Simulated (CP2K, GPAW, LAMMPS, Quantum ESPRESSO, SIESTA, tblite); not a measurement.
## Finding the fault: GPAW, amorphous 59Ga2O3-41P2O5 (mol %) (128 atoms)

Program: GPAW 26.7.0, a calculation on a cell of 26 Ga, 18 P and 84 O, 12.0 Å³ an atom.

Input file run.py:

```python
import numpy as np
from ase.io import read
from gpaw import GPAW, FermiDirac

atoms = read("structure.xyz")
atoms.calc = GPAW(
    mode="lcao",
    basis="dzp",
    h=0.45,
    xc="PBE",
    kpts={"size": (1, 1, 1), "gamma": True},
    occupations=FermiDirac(0.05),
    maxiter=60,
    symmetry={"point_group": False},
    txt="gpaw.txt",
)
energy = atoms.get_potential_energy(force_consistent=True)
forces = atoms.get_forces()
print(f"energy {energy:.6f} eV")
print("forces (eV/A)")
for i, (a, f) in enumerate(zip(atoms, forces)):
    print(f"{i:4d} {a.symbol:2s} {f[0]:10.5f} {f[1]:10.5f} {f[2]:10.5f}")
print(f"Fermi level {atoms.calc.get_fermi_level():.4f} eV")
for k in range(len(atoms.calc.get_ibz_k_points())):
    for s in range(atoms.calc.get_number_of_spins()):
        e = atoms.calc.get_eigenvalues(kpt=k, spin=s)
        n = np.searchsorted(e, atoms.calc.get_fermi_level())
        print(f"k {k} spin {s} levels about the Fermi level:", np.round(e[max(n - 6, 0):n], 4).tolist(), "|", np.round(e[n:n + 6], 4).tolist())
```

Input file structure.xyz:

```xyz
128
Lattice="11.54471 0.00000 0.00000 0.00000 11.54471 0.00000 0.00000 0.00000 11.54471" Properties=species:S:1:pos:R:3 pbc="T T T"
Ga 2.33157 9.30515 8.85930
Ga 10.33609 4.61523 2.39807
Ga 6.82823 1.30224 9.51261
Ga 7.77744 3.89195 10.90179
Ga 8.25631 5.20678 8.28876
Ga 6.90859 4.39576 3.23183
Ga 3.25238 0.29474 3.06581
Ga 5.09364 3.85443 8.70344
Ga 1.96399 2.95706 9.73311
Ga 4.39877 5.55843 3.72455
[... 114 atom lines left out ...]
O 10.83194 2.98200 7.46966
O 1.73482 11.31797 4.26912
O 2.35512 7.10485 0.44944
O 10.46251 5.93652 8.76359
```

The run is started by

```bash
> OMP_NUM_THREADS=1 python run.py > output.txt
```

Log:

```text
energy -271.837329 eV
forces (eV/A)
   0 Ga    0.74921    0.07621   -2.08334
   1 Ga   -0.32593    2.18814    0.49332
   2 Ga   -0.44544    1.03370    0.42983
   3 Ga   -3.01370   -1.64922    3.99534
   4 Ga    1.14395    3.01396   -0.60163
   5 Ga    0.17962    0.45423    0.59502
   6 Ga   -0.27920    2.23383    0.07631
   7 Ga    2.65309   -3.20385    0.07348
   8 Ga   -1.20329    1.16623   -0.16514
   9 Ga   -0.98221   -2.94310    0.02885
  10 Ga    2.29024    0.63444   -4.27498
  11 Ga    0.48839    1.65708   -0.29171
  12 Ga    0.43293   -2.82093   -3.45299
  13 Ga    1.13852    3.11681    1.40830
  14 Ga    0.72292   -1.79065   -0.35270
  15 Ga   -0.13850   -1.69523    0.36542
  16 Ga   -1.32033   -0.57625   -3.29672
  17 Ga    1.70375   -2.82933   -0.04479
  18 Ga    1.09241   -1.43405    3.00873
  19 Ga    1.36941   -4.13593    2.20080
  20 Ga    0.01736   -2.71983    3.85434
  21 Ga   -0.74834    0.73361    1.04022
  22 Ga    0.99023    0.82389    1.81382
  23 Ga   -1.46470    1.56837   -2.37121
[...]
120 O   169.74858  -77.19447  167.46909
 121 O    83.84631  156.36235 -104.37504
 122 O   -32.14215  -27.31994   43.08850
 123 O  -133.38557  -32.79462  -44.53924
 124 O    41.86809  101.03375   66.92421
 125 O   188.36023   62.84894 -168.02222
 126 O  -282.49503 -286.38449 -186.69593
 127 O   -60.73493 -105.99601  114.57944
Fermi level 6.2243 eV
k 0 spin 0 levels about the Fermi level: [5.6743, 5.862, 5.8857, 6.0045, 6.0078, 6.2194] | [6.2274, 6.4261, 6.6316, 6.7311, 6.9271, 7.1257]
```

gpaw.txt:

```text
Input parameters:
  mode=LCAO(),
  basis={'default': 'dzp'},
  h=0.45,
  kpts=MonkhorstPack(size=(1, 1, 1), gamma=True),
  maxiter=60,
  occupations=Occupations(name='fermi-dirac', width=0.05, fixmagmom=False),
  symmetry=Symmetry(point_group=False),
  xc=XC(name='PBE')
        .O--------------------------.
       /|             P          P  |
      / |    O  Ga  O    O          |
     /O |                P       O  |
    /   |        O         O        |
   /    |  OGO   O    Ga      GaGa  |
  /     O                  O      Ga|
[... lines left out ...]
  Fermi-Dirac:
[... lines left out ...]
convergence criteria:
- Maximum [total energy] change in last 3 cyles: 0.0005 eV / valence electron
[... lines left out ...]
Converged in 20 steps
SCF loop duration: 126.672 s (6.334 s/step)
Energy contributions relative to reference atoms: (reference = -1713885.498905)
Energy contributions:
  Kinetic:        1061.942740
  Coulomb:       -1372.772539
  Zero:           1083.745137
  External:          0.000000
  Xc:            -1044.590130
  Entropy:          -0.162537
  Spinorbit:         0.000000
  ----------------------------
  Free energy:    -271.837329
  Extrapolated:   -271.756060
dipole moment: (35.754568, 60.615643, -13.111630)  # |e|*Ang
Fermi level: 6.224
Eigenvalues  # (at kpt = [0.000, 0.000, 0.000])
| band index |      eig [eV] | occ [0-2] |
|------------|---------------|-----------|
|          0 |       -23.728 |     2.000 |
|        ... |               |           |
|        328 |         5.455 |     2.000 |
|        329 |         5.532 |     2.000 |
[...]
|        343 |         7.399 |     0.000 |
|        ... |               |           |
|        407 |        12.241 |     0.000 |
Gap: 0.008 eV
Transition (v -> c):
  (s=0, k=0, n=335, [0.00, 0.00, 0.00]) -> (s=0, k=0, n=336, [0.00, 0.00, 0.00])
No difference between direct/indirect transitions
Force computation time: 10.927  # s
timing:  # [seconds]
  Total:  144.978  # ━━━━━━━━━━━━━━━━━━━━━━━━━━━━━━━━━━━━━━━━━━━━━━━━━━━━━━━━
  Init:     7.346  # ━━━
  SCF:    126.672  # ━━━━━━━━━━━━━━━━━━━━━━━━━━━━━━━━━━━━━━━━━━━━━━━━━
  Forces:  10.927  # ━━━━
```

Run time: 2.4 min. Hardware: 1 thread of Arm Neoverse V2, shared host; peak memory 0.58 GiB.

Banners, paths, timers and routine set-up lines are dropped from the logs unmarked, and long logs keep their key lines alone; longer cuts are marked.

Against a plane-wave PBE reference and this program's sound run:

* r.m.s. difference of force components: 127700 meV/Å
* longest difference of force vectors: 590200 meV/Å
* force difference over r.m.s. force: 12260 %
* slope of forces against the reference's: -2.301
* energy less the same-level run's: 3802 meV/atom
* r.m.s. force difference from the same-level run: 127800 meV/Å

Q: Name the fault.

A grid far too coarse: grid spacing 0.45 Å. The sound run has grid spacing 0.18 Å.

The run converged all the same, so the exit status doesn't show the fault.

[Also dropped from logs without a mark: logging warnings of Python, and SIESTA's first energy breakdown and zero terms.]

[Logs are printed without paths, hosts, clocks, repeated set-up lines and the standing remarks that a program may print on its own settings, such as how far it seeks lower states.]

[Hosts, paths, dates, database ids (printed as entryN), source tags and the programs' standing remarks are cut or masked in the printed files.]
